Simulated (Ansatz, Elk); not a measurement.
**Bonding as seen by X-rays: CaIn2Si2**

Structure refinements treat a crystal as free atoms side by side. For a made-up structure of CaIn2Si2 (cell and positions from a r2SCAN relaxation) the runs below show what the calculated density changes in F(hkl).

Calculated with Elk 11.2.3 (patched build); DFT, PBE, all-electron APW+lo, Dirac cores, scalar-relativistic bands, static density, no spin.

This account leaves out most program logs.

The structure was built from a prototype and need not be the compound's stable phase.

## Step 1: Set-up

Symmetry: I4/mmm, No. 139, tetragonal system. Conventional cell: a = 4.956 Å, b = 4.956 Å, c = 9.581 Å, α = 90.00°, β = 90.00°, γ = 90.00°. Nearest to In lie 4 Si at 2.76 Å and 4 Ca at 3.45 Å. Ca has 8 In at 3.45 Å and 10 Si at 3.61 to 3.70 Å nearest. Si has 1 Si at 2.36 Å and 4 In at 2.76 Å and 5 Ca at 3.61 to 3.70 Å nearest. Farther neighbours are not listed.

## Step 2: Ground state and structure factors

An all-electron density is needed, since X-rays see the cores too. Task 0 finds the density and task 195 Fourier-transforms it; tshift is off so that phases refer to the origin typed.

File elk.in:

```
tasks
  0
  195

xctype
  20

spinpol
  .false.

rgkmax
  7.0

gmaxvr
  14.0

lmaxo
  7

lmaxapw
  8

swidth
  0.002

tshift
  .false.

ramdisk
  .false.

hmaxvr
  5.5

maxscl
  120

epspot
  1e-06

sppath
  './'

avec
  -4.68272697065 4.68272697065 9.05257952937
  4.68272697065 -4.68272697065 9.05257952937
  4.68272697065 4.68272697065 -9.05257952937

atoms
  3
  'In.in'
  2
  0.2500000000 0.7500000000 0.5000000000   0.000000 0.000000 0.000000
  0.7500000000 0.2500000000 0.5000000000   0.000000 0.000000 0.000000
  'Ca.in'
  1
  0.0000000000 0.0000000000 0.0000000000   0.000000 0.000000 0.000000
  'Si.in'
  2
  0.3767089411 0.3767089411 -0.0000000000   0.000000 0.000000 0.000000
  0.6232910589 0.6232910589 -0.0000000000   0.000000 0.000000 0.000000

ngridk
  6 6 6
```

On the command line:

```console
$ OMP_NUM_THREADS=4 elk
```

It took 41 s on 4 threads of Arm Neoverse V1, shared host; peak memory 0.21 GiB.

SFACRHO.OUT:

```text

h k l indices transformed by vhmat matrix:
   1.000000000       0.000000000       0.000000000    
   0.000000000       1.000000000       0.000000000    
   0.000000000       0.000000000       1.000000000    

      h      k      l  multipl.   |H|            Re(F)            Im(F)           |F|

      0      0      0      1   0.0000000       146.00000      0.13930552E-15   146.00000    
      1      1     -1      2  0.69407679      -72.964152     -0.11019205E-13   72.964152    
      0      1      0      8  0.75533334     -0.86392396E-01 -0.13774006E-14  0.86392396E-01
      0      0      1      4  0.94878112      -47.950078      0.10327363E-13   47.950078    
     -1     -1      2      8   1.1755544       97.289003     -0.19283608E-13   97.289003    
     -1     -2      1      8   1.2385530       28.380904     -0.55096024E-14   28.380904    
     -1      1      1      4   1.3417791       112.54248     -0.92164793E-14   112.54248    
     -2     -2      2      2   1.3881536       73.108901     -0.31852389E-14   73.108901    
     -2      0      0      8   1.5106667      -61.860336      -0.0000000       61.860336    
      1      0      1     16   1.5397726      0.50568413     -0.13774006E-14  0.50568413    
      2      2     -1      8   1.6814149      -77.512941     -0.56645600E-13   77.512941    
     -3      0      2     16   1.8260298       23.838115     -0.48209021E-14   23.838115    
     -3     -2      3      8   1.8603720       24.574463     -0.11019205E-13   24.574463    
      0      0      2      4   1.8975622       98.315527     -0.17027705E-13   98.315527    
     -3     -1      3      8   1.9306324       64.520298     -0.10760942E-13   64.520298    
      3     -1     -1      8   2.0205160      -55.528307      0.82644036E-14   55.528307    
      1     -2     -1      8   2.0423689     -0.13305611      0.13774006E-14  0.13305611    
     -3     -3      3      2   2.0822304      -56.078768      0.26170611E-13   56.078768
```

Elk indexes on the primitive cell of elk.in and gives |H| = 4π sin θ/λ in inverse bohr. Below, one row stands for each form hkl of the conventional cell (m members, Friedel mates merged), F is for one primitive cell and the density is static (no thermal factor). Free-atom factors are Waasmaier and Kirfel's, and R is Σm||F|−|F'||/Σm|F|.

```csv
hkl,m,sin θ/λ (Å⁻¹),"abs F, DFT",neutral atoms,diff.
002,2,0.104,72.964,72.874,+0.090
101,8,0.114,0.086,0.077,+0.009
110,4,0.143,47.950,48.225,-0.275
112,8,0.177,97.289,97.406,-0.117
103,8,0.186,28.381,28.287,+0.093
200,4,0.202,112.543,112.613,-0.070
004,2,0.209,73.109,73.314,-0.205
202,8,0.227,61.860,62.171,-0.310
211,16,0.232,0.506,0.394,+0.111
114,8,0.253,77.513,77.959,-0.446
213,16,0.275,23.838,24.003,-0.164
105,8,0.280,24.575,24.803,-0.228
220,4,0.285,98.316,98.529,-0.214
204,8,0.290,64.520,64.407,+0.113
222,8,0.304,55.528,55.745,-0.216
301,8,0.307,0.133,0.110,+0.023
006,2,0.313,56.079,56.394,-0.316
310,8,0.319,38.791,38.846,-0.055
```

## Step 3: The highest occupied states alone

An energy window below the Fermi level keeps the highest occupied states, to see at which angles they scatter; shallow core shells can lie inside it and anion s states outside. No new self-consistency is needed.

elk.in: that of step 2 with these lines changed.

```diff
@@ -1,3 +1,2 @@
 tasks
-  0
   195
@@ -40,2 +39,5 @@
 
+wsfac
+  -0.212460 0.528530
+
 sppath
```

On the command line:

```console
$ OMP_NUM_THREADS=4 elk
```

The job ended after 16 s (4 threads; peak memory 0.17 GiB).

States within 12 eV below the Fermi level hold 16.00 electrons; any levels below the window count with the cores. Their amplitudes can exceed the total, where window and core parts have opposite phase:

```csv
hkl,sin θ/λ (Å⁻¹),"abs F, window","abs F, all"
002,0.104,2.349,72.964
101,0.114,2.772,0.086
110,0.143,1.559,47.950
112,0.177,0.615,97.289
103,0.186,0.916,28.381
200,0.202,1.248,112.543
004,0.209,0.753,73.109
202,0.227,0.125,61.860
211,0.232,0.223,0.506
114,0.253,0.238,77.513
```

## Step 4: Another functional

The difference from free atoms is small, so it is set against the change that PBEsol makes.

elk.in: that of step 3 with these lines changed.

```diff
@@ -1,2 +1,3 @@
 tasks
+  0
   195
@@ -4,3 +5,3 @@
 xctype
-  20
+  22
 
@@ -39,5 +40,2 @@
 
-wsfac
-  -0.212460 0.528530
-
 sppath
```

On the command line:

```console
$ OMP_NUM_THREADS=4 elk
```

It took 39 s on 4 threads; peak memory 0.21 GiB; 97 s of CPU time.

Against the first run R = 0.03 %; the largest change is -0.032 at 200.

## Step 5: Basis size

A smaller basis shows how fast F responds to it; the change is likely larger than the basis error of the first run, but doesn't show convergence.

elk.in: that of step 4 with these lines changed.

```diff
@@ -5,3 +5,3 @@
 xctype
-  22
+  20
 
@@ -11,3 +11,3 @@
 rgkmax
-  7.0
+  5.5
```

On the command line:

```console
$ OMP_NUM_THREADS=4 elk
```

Wall time 34 s (4 threads); peak memory 0.19 GiB; 80 s of CPU time.

Against the first run R = 0.02 %; the largest change is +0.041 at 008.

## Step 6: Settings against the effect

```csv
run,R against the first run (%),"R against neutral atoms, low angle (%)",wall time
"PBE, rgkmax 7",0.00,0.39,41 s
PBEsol,0.03,0.39,39 s
rgkmax 5.5,0.02,0.40,34 s
```

## Step 7: Summary of results

```
R against neutral atoms, sin θ/λ < 0.3 Å⁻¹ : 0.39 %
R against neutral atoms, 0.3 to 0.74 Å⁻¹   : 0.13 %
```

Independent neutral atoms miss the calculated amplitudes by R = 0.39 % below 0.3 Å⁻¹ and 0.13 % from there to 0.74 Å⁻¹; by shells, 0.40 % below 0.15 Å⁻¹ (3 forms), 0.39 % 0.15 to 0.3 (11 forms), 0.13 % 0.3 to 0.45 (27 forms), 0.13 % above 0.45 (108 forms). Bonding, aspherical density and the tables' own atoms all enter these figures, and the runs don't part them. The largest change of an amplitude is -0.45 electrons, at 114. R counts amplitudes alone; phases shift too. Weak lines can change much in proportion: 211 goes from 0.39 to 0.51. The window's part falls from 16.0 electrons at the origin to at most 0.26 between 0.45 and 0.74 Å⁻¹. Below 0.3 Å⁻¹ the changes that finished (PBEsol and rgkmax 5.5) move F by R = 0.03 % at most, against the 0.39 % that separates it from free atoms. The k-mesh has no finished test. Part of the difference isn't bonding: the tables are fits to free atoms and ions calculated by other methods than this functional. Thermal motion, anomalous dispersion and extinction are left out.

[Logs are printed without paths, hosts, clocks, repeated set-up lines and the standing remarks that a program may print on its own settings, such as how far it seeks lower states.]

[Hosts, paths, dates, database ids (printed as entryN), source tags and the programs' standing remarks are cut or masked in the printed files.]
